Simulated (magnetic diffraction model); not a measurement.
## Magnetic neutron pattern of V2NiS3

Space group Immm (no. 71), a = 3.8920 Å, b = 5.4440 Å, c = 11.5380 Å.

```
site  atom    x    y       z
  2a    Ni    0    0       0
  4i     V  1/2  1/2  0.8322
  4j     S  1/2    0  0.8437
  2d     S    0  1/2       0
```

This is a made-up structure (elements placed in a structure type, unrelaxed), so the numbers test the method and describe no known phase.

Only Ni and V are taken to order (form factors of Ni2+ and V2+); orders and moment sizes are assumed, and not adapted to the symmetry. Radiation: neutrons of λ = 4.2 Å, 2° to 100°; isotropic B of 0.42 Å² (Ni), 0.39 Å² (V) and 0.39 Å² (S). Simulated constant-wavelength pattern: nuclear and magnetic terms add, the magnetic one as |2.695 fm × Σ f S⊥ exp(2πi Q·r) exp(−B s²)|², summed over all Q at one angle with the factor 1/(sin²θ cos θ). For a modulated order the moment at position r is S exp(−2πi k·r) + c.c., with S = m/2 for a sine wave of amplitude m and S = m(u + iv)/2 for moments turning in a plane, u and v being orthogonal unit vectors in it; the phase factor of the sum at Q = H + k is then exp(2πi H·r). Free-ion form factors, Sears's scattering lengths of 1992, no absorption; a label names one of the reflections at its angle. The strongest nuclear line in the range is 100, and lines under 0.2 are left out.

Assume the order k = (0 0 1/3), moments turning in the plane of [100] and [010], 1.78 μB on Ni and 2.53 μB on V; signs + at (0, 0, 0), + at (1/2, 1/2, 0.8322), + at (0, 0, 0.6678).

Q: Where does magnetic intensity appear, and how strong is it?

```csv
2θ (°),index,nuclear,magnetic
6.96,(0 0 1/3),0.0,3155.9
35.32,(0 0 5/3),0.0,1.4
42.69,(0 0 2),71.3,0.0
47.70,(0 1 2/3),0.0,0.5
50.26,(0 0 7/3),0.0,0.5
50.49,(0 1 1),100.0,0.0
54.22,(0 1 4/3),0.0,0.4
69.42,(1 0 1),54.5,0.0
76.63,(0 1 8/3),0.0,35.5
83.10,(1 1 0),0.4,0.0
83.53,(1 1 1/3),0.0,37.3
83.91,(0 1 3),0.5,0.0
91.93,(0 1 10/3),0.0,26.4
93.06,(1 0 8/3),0.0,21.8
93.44,(0 0 4),16.6,0.0
98.33,(1 1 2),71.8,0.0
```

The strongest magnetic line in the range is (0 0 1/3) at 6.96° (3155.9). On top of the Lorentz factor, which all lines share, magnetic lines fade with angle because f falls: for Ni2+ it is 0.92, 0.73, 0.52 and 0.21 at sin θ/λ = 0.1, 0.2, 0.3 and 0.5 Å⁻¹, while nuclear lengths stay constant. The order has no net moment.

[Logs are printed without paths, hosts, clocks, repeated set-up lines and the standing remarks that a program may print on its own settings, such as how far it seeks lower states.]
